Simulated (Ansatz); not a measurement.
# Slab bands of arsenene, 4 layers, part 2 of 3

Aim: the slab bands of arsenene, 4 layers, with their weight on the outer layers.

Ansatz 0.2.0; plane-wave DFT, PBE-D3(BJ), Ansatz PAW (the session's first sound run).

So far, work function, upper face (eV): step 2 (relaxation) 4.16.

### Step 3. Bands and layer weights

This step: plane-wave DFT, PBE, Ansatz PAW (Ansatz 0.2.0).

The bands of the relaxed layer, with projections on the atoms.

input.yaml reads:

```yaml
crystal:
  lattice:
    - [3.61, 0.0, 0.0]
    - [-1.805, 3.1263517077, 0.0]
    - [0.0, 0.0, 32.6]
  atoms:
    - { symbol: As, position: [0.6666666667, 0.3333333333, 0.308455181] }
    - { symbol: As, position: [0.3333333333, 0.6666666667, 0.3504337953] }
    - { symbol: As, position: [0.0, 0.0, 0.4224589564] }
    - { symbol: As, position: [0.6666666667, 0.3333333333, 0.4640029238] }
    - { symbol: As, position: [0.3333333333, 0.6666666667, 0.5359970958] }
    - { symbol: As, position: [0.0, 0.0, 0.577541063] }
    - { symbol: As, position: [0.6666666667, 0.3333333333, 0.6495661842] }
    - { symbol: As, position: [0.3333333333, 0.6666666667, 0.6915448004] }
kpoints:
  mp_grid: { grid: [12, 12, 1] }
  band_path:
    path: [[0, 0, 0], [0.5, 0, 0], [0.33333333, 0.33333333, 0], [0, 0, 0]]
    npoints: 24
hamiltonian:
  xc: pbe
scf:
  occupations: { method: fermi_dirac, width: 0.05 }
  convergence: { dr2_threshold: 1.0e-09 }
efield:
  axis: 3
  dipole_correction: true
  ramp_position: 0.97
  ramp_width: 0.06
output:
  fatbands: true
  dos: { projected: true, e_range: [-8, 5] }
  write_potential: true
  write_density: true
  volumetric_format: npy
  elf: true
```

Launch:

```
$ ansatz run input.yaml --threads 4 --pin off --max-ram 6144MiB --backend cpu --events-out ev --progress --plain --runs-dir out
```

Numbers of over 12 decimals in the logs are rounded to 6 here.

Log:

```text
[...]
Crystal: 8 atoms, lattice volume = 367.928 Å³
Basis set: ecut = 420 eV, 7105 PW (Γ)
Bands: 72, of which v1, the nominal top of the filled ones, is band 60 counted from 1 (59 counted from 0)
Symmetry: 6 space group operations
k-points: 19 of 144 (time reversal used)
[...]
SCF iter   1: F=—  HF=-38848.748400 eV  |F-HF|=—  |Δ(HF+E_count)|=         —  Δρ=1.34e-3  dr2=1.41e-2  ethr=1.77e-3  p=0.000 e·Å  D=8.80e-9 V/Å  ΔV_dip=-0.00 eV  dr2_dipole=1.45e-8  V_vac-E_F(+/−)=4.04/4.04 eV  ⟨swp⟩=6.7  Hψ=5262  notcnv=0  defer=14
[...]
SCF iter   9: F=-38848.746859 eV  HF=-38848.746859 eV  |F-HF|=8.00e-11  |Δ(HF+E_count)|=  3.64e-11  Δρ=1.27e-7  dr2=2.89e-10  ethr=1.00e-12  p=-0.000 e·Å  D=-1.77e-7 V/Å  ΔV_dip=0.00 eV  dr2_dipole=5.51e-12  V_vac-E_F(+/−)=4.12/4.12 eV  ⟨swp⟩=10.7  Hψ=4240  notcnv=0
SCF 1 converged in 9 iterations: F = -38848.746859 eV  dr2 = 2.89e-10
[...]
NSCF: frozen V_eff on 73 k-points
efield: sawtooth ramp at fractional position 0.9700 (kept from the solve that this one continues, or follows in the run), width 0.0600; the density the first Hamiltonian is built on has a dipole p = -0.000 e·Å; the dipole correction subtracts the counter field D = -1.77e-7 V/Å, which shifts the + side's vacuum level by +0.00 eV against the − side's; the planar-averaged density in the ramp window peaks in size at 7.7e-8 e/Å³
WARN: The output density's exchange-correlation potential varies sharply where the density is thin. Do not read a vacuum level from v_tot or v_xc, or from such a field of the output density. On a cell that repeats whose density bears no net charge and no dipole along the vacuum's axis use v_es (v_loc + v_h of the components); under efield.dipole_correction with no amplitude use v_es + v_field, which holds any externa [...]
SCF converged after 9 iterations
Free energy (F): -38848.746859 eV
[...]
Internal energy: -38848.735932 eV  (E = F + TS)
E sigma→0 (E₀):  -38848.741396 eV
Entropy (-TS):   -0.010927 eV (-1.366 meV/atom)
Fermi energy:    2.940298 eV
Dipole field:    D = 0.000002 V/Å  (p = 0.000004 e·Å, saw-weighted, corrected)
Work function:   Φ+ = 4.1249 eV   Φ− = 4.1250 eV
[...]
--- Band table (eV; the first three rows and the last of 19) ---
  k-point 0: bands = [... 56 lower, 1.5730, 1.5730, 2.2457, 3.1318, 3.3217, 4.2363, 4.2363, 4.7282, ... 8 higher]
  k-point 1: bands = [... 56 lower, 1.4594, 1.5941, 2.6869, 3.2637, 3.8051, 4.3837, 4.4020, 4.4339, ... 8 higher]
  k-point 2: bands = [... 56 lower, 1.1090, 1.5561, 1.9934, 2.6828, 3.7375, 4.2950, 4.4899, 4.7595, ... 8 higher]
  k-point 18: bands = [... 56 lower, -0.5245, -0.2406, 0.1473, 0.1473, 3.4585, 3.9155, 3.9155, 4.2757, ... 8 higher]
```

Wall time 59 s (4 threads of Intel Xeon Platinum 8488C (Sapphire Rapids), shared host); peak memory 1.7 GiB; 3.8 min of CPU time.

In the SCF lines HF is the Harris–Foulkes energy and dr2 the Hartree energy of the density residual, in eV; the loop may stop once dr2 is under the threshold and the program's other checks hold. Hψ counts applications of the Hamiltonian.

This step gave:

```
energy at zero smearing   : -38848.7414 eV
work function, upper face : 4.125 eV
```

The density of states has structure finer than the step of the table below, so its rows give means over 0.25 eV, whole bins alone (the curve runs from -8 to 2 eV). Peaks (eV: height): -6.210: 7.63, -5.590: 9.23, -4.710: 11.5, -3.860: 7.86, -3.310: 9.15, 0.960: 7.64, 1.770: 17.4.

Table of density of states by energy, zero at the Fermi level; means over each step:

| energy (eV) | density of states (states/eV a cell) |
| --- | --- |
| -7.75 | 0.374 |
| -7.50 | 0.371 |
| -7.25 | 0.405 |
| -7.00 | 0.409 |
| -6.75 | 0.00849 |
| -6.50 | 0 |
| -6.25 | 4.10 |
| -6.00 | 2.10 |
| -5.75 | 2.82 |
| -5.50 | 4.76 |
| -5.25 | 2.22 |
| -5.00 | 3.06 |
| -4.75 | 5.33 |
| -4.50 | 4.26 |
| -4.25 | 4.09 |
| -4.00 | 5.68 |
| -3.75 | 6.22 |
| -3.50 | 5.69 |
| -3.25 | 7.69 |
| -3.00 | 5.24 |
| -2.75 | 5.61 |
| -2.50 | 4.68 |
| -2.25 | 5.05 |
| -2.00 | 4.23 |
| -1.75 | 3.01 |
| -1.50 | 3.09 |
| -1.25 | 2.83 |
| -1.00 | 1.33 |
| -0.75 | 1.07 |
| -0.50 | 0.951 |
| -0.25 | 0.865 |
| 0.00 | 1.34 |
| 0.25 | 2.36 |
| 0.50 | 3.28 |
| 0.75 | 3.21 |
| 1.00 | 5.95 |
| 1.25 | 4.78 |
| 1.50 | 6.03 |
| 1.75 | 8.20 |

Projected DOS per atom over height of the atomic layer and energy from the Fermi level. Layers: As As As As As As As As from below.

Ten even steps from '0' (0.02 states/eV) to '9' (1.03 states/eV), each cell a mean:
```
66666666
65655656
54555545
32333323
10111101
10111101
11111111
43333334
44333344
75555557
75555557
97777779
76777767
55555555
56455465
23333332
35433453
11333311
00233200
00000000
00000000
00000000
```
Columns: height of the atomic layer (Å) from 10.1 to 22.5 (not evenly spaced); rows upwards: energy from the Fermi level (eV) from -7.96 to 1.95.

Shares of the projected weight; 8 atomic layers. Electronic bands along the path, in eV, zero at the Fermi level:

| point | band 57 | band 58 | band 59 | band 60 | band 61 | band 62 | band 63 | band 64 |
| --- | --- | --- | --- | --- | --- | --- | --- | --- |
| Γ | -1.37 | -1.37 | -0.69 | 0.19 | 0.38 | 1.30 | 1.30 | 1.79 |
| halfway | -2.27 | -2.26 | -1.60 | -0.76 | 0.42 | 0.79 | 1.49 | 1.93 |
| M | -3.17 | -2.94 | -2.45 | -1.46 | 0.02 | 0.20 | 1.02 | 1.56 |
| halfway | -3.38 | -2.73 | -2.15 | -2.08 | 0.24 | 0.95 | 1.35 | 1.71 |
| K | -3.46 | -3.18 | -2.79 | -2.79 | 0.52 | 0.98 | 0.98 | 1.34 |
| halfway | -2.29 | -1.80 | -1.33 | -0.81 | 0.77 | 1.41 | 1.62 | 1.77 |
| Γ | -1.37 | -1.37 | -0.69 | 0.19 | 0.38 | 1.30 | 1.30 | 1.79 |

Of the projections kept (top two layers, bottom two layers, interior), the largest for each band there; the rest of the weight can lie on other orbitals:

| point | band 57 | band 58 | band 59 | band 60 | band 61 | band 62 | band 63 | band 64 |
| --- | --- | --- | --- | --- | --- | --- | --- | --- |
| Γ | top two layers 0.41 | top two layers 0.41 | interior 0.50 | top two layers 0.38 | interior 0.42 | interior 0.80 | interior 0.80 | interior 0.36 |
| M | top two layers 0.42 | interior 0.54 | interior 0.36 | interior 0.52 | interior 0.48 | interior 0.64 | top two layers 0.34 | interior 0.82 |
| K | top two layers 0.45 | interior 0.82 | interior 0.42 | interior 0.42 | interior 0.38 | interior 0.73 | interior 0.73 | top two layers 0.41 |
| Γ | top two layers 0.41 | top two layers 0.41 | interior 0.50 | top two layers 0.38 | interior 0.42 | interior 0.80 | interior 0.80 | interior 0.36 |

Surface states, by row:

| point | level (eV from the Fermi level) | share on the top two layers | share on the bottom two layers |
| --- | --- | --- | --- |
| Γ | -1.392 | 0.473 | 0.4729 |
| Γ | -1.392 | 0.473 | 0.4729 |
| Γ | -1.367 | 0.4102 | 0.4102 |
| Γ | -1.367 | 0.4102 | 0.4102 |
| K | 1.335 | 0.4122 | 0.4122 |

Valence density in the ca plane at fractional y = 0.333, with atoms of As within 0.2 Å of it. It is the smooth field of the valence electrons, not physical close to the nuclei.

Ten steps, logarithmic in the rise over the least value, from '0' (0 e/Å³) to '9' (25 e/Å³), each cell a mean:
```
10000011222211001111100011222111000000000000
10000011357531000000000123674210000000000000
10000001489842000000000125997310000000000000
10000001379741000000000125886210000000000000
10000011245421000000000012443210000000000000
11000111122110011111110001121111000000000000
11101111111000011222211000011111100000000000
11111111110000112222211000001111100000000000
11101111111100011111111000111111100000000000
```
Columns run along c (16.0 Å, from fractional 0.35 to 0.84 of the cell), rows up along a (3.6 Å). Atoms in or near the plane, at fractional coordinates: As at (0.46, 0.67), As at (0.65, 0.67).

ELF in the ca plane at fractional y = 0.333, with atoms of As within 0.2 Å of it. It is the smooth field of the valence electrons, not physical close to the nuclei.

Ten even steps from '0' (0.00) to '9' (0.78), each cell a mean:
```
53212356777874223444432258877765432100000000
41000136665798311111111599656653100000000000
31000135633499510000002798424642000000000000
31000135643599410000001698435642100000000000
42101246777886212222221478777754211000000000
65312567777653245666553236777766653210000000
66434676653212477888776311345667886420000000
77534776542112578898877411135667887521000000
66423666665432367787765223456777775310000000
```
Columns run along c (16.0 Å, from fractional 0.35 to 0.84 of the cell), rows up along a (3.6 Å). Atoms in or near the plane, at fractional coordinates: As at (0.46, 0.67), As at (0.65, 0.67).

Electrostatic potential energy in the ca plane at fractional y = 0.333, with atoms of As within 0.2 Å of it. With pseudopotentials it is smooth inside the atoms' cores, unlike the true potential.

Ten even steps from '0' (-12 eV) to '9' (7 eV), each cell a mean:
```
78888876520258887777778874103677899999999999
88999885014106888888888840340278999999999999
89999984079804899999999722994068999999999999
88999884059605888888898830782068999999999999
88899886200027888888888861000478899999999999
67888766654578876677678886445667889999999999
45787645678888864455457888877645689999999999
35787534678888864444346888887544689999999999
56788655677788876566567888777656789999999999
```
Columns run along c (16.0 Å, from fractional 0.35 to 0.84 of the cell; values clipped at the 3rd and 97th percentile), rows up along a (3.6 Å). Atoms in or near the plane, at fractional coordinates: As at (0.46, 0.67), As at (0.65, 0.67).

The work function of the upper face is 4.12 eV.

### Step 4. With spin-orbit coupling

This step: plane-wave DFT, PBE, fully relativistic PAW with spin-orbit coupling (Ansatz 0.2.0).

Heavy atoms split their bands by spin-orbit coupling, so the bands are run again with fully relativistic files.

input.yaml, the sections that differ from step 3:

```yaml
hamiltonian:
  xc: pbe
  pseudopotentials: { kind: paw_fr }
magnetization:
  noncollinear: true
  spin_orbit: true
scf:
  occupations: { method: fermi_dirac, width: 0.05 }
  convergence: { dr2_threshold: 1.0e-08 }
output:
  fatbands: true
  write_potential: true
  write_density: true
  volumetric_format: npy
kpoints:
  mp_grid: { grid: [12, 12, 1] }
  band_path:
    path: [[0, 0, 0], [0.5, 0, 0], [0.33333333, 0.33333333, 0], [0, 0, 0]]
    npoints: 14
# crystal, efield: as in step 3
```

Log:

```text
[...]
non-collinear run that drives no moment, with spin-orbit: no starting moment large enough to seed its density (crystal.atoms[].spin), no starting occupations that ask for one, no magnetisation constraint and no magnetic field, so the semilocal B_xc is pinned to zero
Crystal: 8 atoms, lattice volume = 367.928 Å³
Basis set: ecut = 420 eV, 7105 PW (Γ)
Bands: 144, of which v1, the nominal top of the filled ones, is band 120 counted from 1 (119 counted from 0)
Symmetry: 6 space group operations + 6 with time reversal
k-points: 19 of 144 (time reversal used)
Projection manifold: j_resolved (fully-relativistic pseudo-atomic orbitals)
[...]
SCF iter   1: F=—  HF=-38849.825201 eV  |F-HF|=—  |Δ(HF+E_count)|=         —  Δρ=1.75e-2  dr2=8.26e-1  dr2_m=0.00e0 (ungated)  ethr=6.86e-4  |M|=0.00e0 ∫|m|=0.00e0 μB  |m|>n=0.0e0 m-floor=0.0e0 τ_xc=0.0e0  β_m=1.00  p=-0.000 e·Å  D=-2.44e-13 V/Å  ΔV_dip=0.00 eV  dr2_dipole=3.84e-10  V_vac-E_F(+/−)=4.82/4.82 eV  ⟨swp⟩=2.8  Hψ=15325  notcnv=0
[...]
spin=Noncollinear: LDOS preconditioning applied to the charge; magnetization (m_x, m_y, m_z) channels mix plain (no charge-response kernel on spin).
SCF iter   2: F=—  HF=-38849.773559 eV  |F-HF|=—  |Δ(HF+E_count)|=   5.16e-2  Δρ=2.08e-3  dr2=6.39e-2  dr2_m=0.00e0 (ungated)  ethr=6.86e-4  |M|=0.00e0 ∫|m|=0.00e0 μB  |m|>n=0.0e0 m-floor=0.0e0 τ_xc=0.0e0  β_m=0.97  p=0.000 e·Å  D=5.33e-6 V/Å  ΔV_dip=-0.00 eV  dr2_dipole=2.83e-8  V_vac-E_F(+/−)=3.88/3.88 eV  ⟨swp⟩=3.8  Hψ=4850  notcnv=0  defer=56
[...]
SCF iter   9: F=-38849.764589 eV  HF=-38849.764589 eV  |F-HF|=2.91e-10  |Δ(HF+E_count)|=   4.03e-9  Δρ=5.58e-7  dr2=1.51e-9  dr2_m=0.00e0 (ungated)  ethr=8.33e-12  |M|=0.00e0 ∫|m|=0.00e0 μB  |m|>n=0.0e0 m-floor=0.0e0 τ_xc=0.0e0  p=-0.000 e·Å  D=-4.37e-7 V/Å  ΔV_dip=0.00 eV  dr2_dipole=2.88e-11  V_vac-E_F(+/−)=4.13/4.13 eV  ⟨swp⟩=7.9  Hψ=9976  notcnv=0
SCF 1 converged in 9 iterations: F = -38849.764589 eV  dr2 = 1.51e-9
[...]
SCF converged after 9 iterations
Magnetization: |M| = 0.0000 μB,  M = (+0.0000, +0.0000, +0.0000) μB
Absolute magnetization: 0.0000 μB (∫|m|)
  site 0: m = (+0.0000, +0.0000, +0.0000) μB, |m| = 0.0000 μB  (R = 1.03 Å)
  site 1: m = (+0.0000, +0.0000, +0.0000) μB, |m| = 0.0000 μB  (R = 1.03 Å)
  site 2: m = (+0.0000, +0.0000, +0.0000) μB, |m| = 0.0000 μB  (R = 1.03 Å)
  site 3: m = (+0.0000, +0.0000, +0.0000) μB, |m| = 0.0000 μB  (R = 1.03 Å)
  site 4: m = (+0.0000, +0.0000, +0.0000) μB, |m| = 0.0000 μB  (R = 1.03 Å)
  site 5: m = (+0.0000, +0.0000, +0.0000) μB, |m| = 0.0000 μB  (R = 1.03 Å)
  site 6: m = (+0.0000, +0.0000, +0.0000) μB, |m| = 0.0000 μB  (R = 1.03 Å)
  site 7: m = (+0.0000, +0.0000, +0.0000) μB, |m| = 0.0000 μB  (R = 1.03 Å)
Free energy (F): -38849.764589 eV
[...]
Internal energy: -38849.753747 eV  (E = F + TS)
E sigma→0 (E₀):  -38849.759168 eV
Entropy (-TS):   -0.010842 eV (-1.355 meV/atom)
Fermi energy:    2.938471 eV
Dipole field:    D = 0.000005 V/Å  (p = 0.000010 e·Å, saw-weighted, corrected)
Work function:   Φ+ = 4.1250 eV   Φ− = 4.1252 eV
[...]
--- Band table (eV; the first three rows and the last of 19) ---
  k-point 0: bands = [... 116 lower, 2.2644, 2.2644, 3.1323, 3.1323, 3.3098, 3.3098, 4.1366, 4.1366, ... 20 higher]
  k-point 1: bands = [... 116 lower, 2.6916, 2.6916, 3.2584, 3.2584, 3.7926, 3.7926, 4.3712, 4.3712, ... 20 higher]
  k-point 2: bands = [... 116 lower, 1.9972, 1.9972, 2.6851, 2.6851, 3.7296, 3.7296, 4.2918, 4.2918, ... 20 higher]
  k-point 18: bands = [... 116 lower, 0.1416, 0.1416, 0.1537, 0.1537, 3.4574, 3.4574, 3.9080, 3.9080, ... 20 higher]
```

The job ended after 5.6 min (4 threads; peak memory 4.4 GiB).

Numbers from this step:

- energy at zero smearing: -38849.7592 eV

Shares of the projected weight; 8 atomic layers. The electronic bands at the labelled points (eV, zero at the Fermi level):

| point | band 117 | band 118 | band 119 | band 120 | band 121 | band 122 | band 123 | band 124 |
| --- | --- | --- | --- | --- | --- | --- | --- | --- |
| Γ | -0.67 | -0.67 | 0.19 | 0.19 | 0.37 | 0.37 | 1.20 | 1.20 |
| halfway | -1.60 | -1.60 | -0.75 | -0.75 | 0.42 | 0.42 | 0.79 | 0.79 |
| M | -2.44 | -2.44 | -1.45 | -1.45 | 0.02 | 0.02 | 0.21 | 0.21 |
| halfway | -2.15 | -2.15 | -2.07 | -2.07 | 0.24 | 0.24 | 0.95 | 0.95 |
| K | -2.80 | -2.80 | -2.78 | -2.78 | 0.52 | 0.52 | 0.97 | 0.97 |
| halfway | -1.33 | -1.33 | -0.81 | -0.81 | 0.77 | 0.77 | 1.41 | 1.41 |
| Γ | -0.67 | -0.67 | 0.19 | 0.19 | 0.37 | 0.37 | 1.20 | 1.20 |

Of the projections kept (top two layers, bottom two layers, interior), the largest for each band there; the rest of the weight can lie on other orbitals:

| point | band 117 | band 118 | band 119 | band 120 | band 121 | band 122 | band 123 | band 124 |
| --- | --- | --- | --- | --- | --- | --- | --- | --- |
| Γ | interior 0.48 | interior 0.48 | top two layers 0.38 | top two layers 0.38 | interior 0.42 | interior 0.42 | interior 0.80 | interior 0.80 |
| M | interior 0.36 | interior 0.36 | interior 0.52 | interior 0.52 | interior 0.48 | interior 0.48 | interior 0.64 | interior 0.64 |
| K | interior 0.45 | interior 0.45 | interior 0.41 | interior 0.41 | interior 0.38 | interior 0.38 | interior 0.73 | interior 0.73 |
| Γ | interior 0.48 | interior 0.48 | top two layers 0.38 | top two layers 0.38 | interior 0.42 | interior 0.42 | interior 0.80 | interior 0.80 |

Surface states, by row:

| point | level (eV from the Fermi level) | share on the top two layers | share on the bottom two layers |
| --- | --- | --- | --- |
| Γ | -1.531 | 0.4754 | 0.4754 |
| Γ | -1.531 | 0.4754 | 0.4754 |
| Γ | -1.476 | 0.4434 | 0.4434 |
| Γ | -1.476 | 0.4434 | 0.4434 |
| Γ | -1.267 | 0.4735 | 0.4735 |
| Γ | -1.267 | 0.4735 | 0.4735 |
| Γ | -1.243 | 0.4121 | 0.4121 |
| Γ | -1.243 | 0.4121 | 0.4121 |
| K | 1.335 | 0.388 | 0.4354 |
| K | 1.335 | 0.4354 | 0.388 |

The work function of the upper face is 4.13 eV.

(Continued in part 3 of 3.)

[Logs are printed without paths, hosts, clocks, repeated set-up lines and the standing remarks that a program may print on its own settings, such as how far it seeks lower states.]

[Hosts, paths, dates, database ids (printed as entryN), source tags and the programs' standing remarks are cut or masked in the printed files.]

[Maps of the electrostatic potential energy from Ansatz leave out the sawtooth potential of an applied field or a dipole correction, so their vacuum need not be flat; planar profiles and work functions include it.]
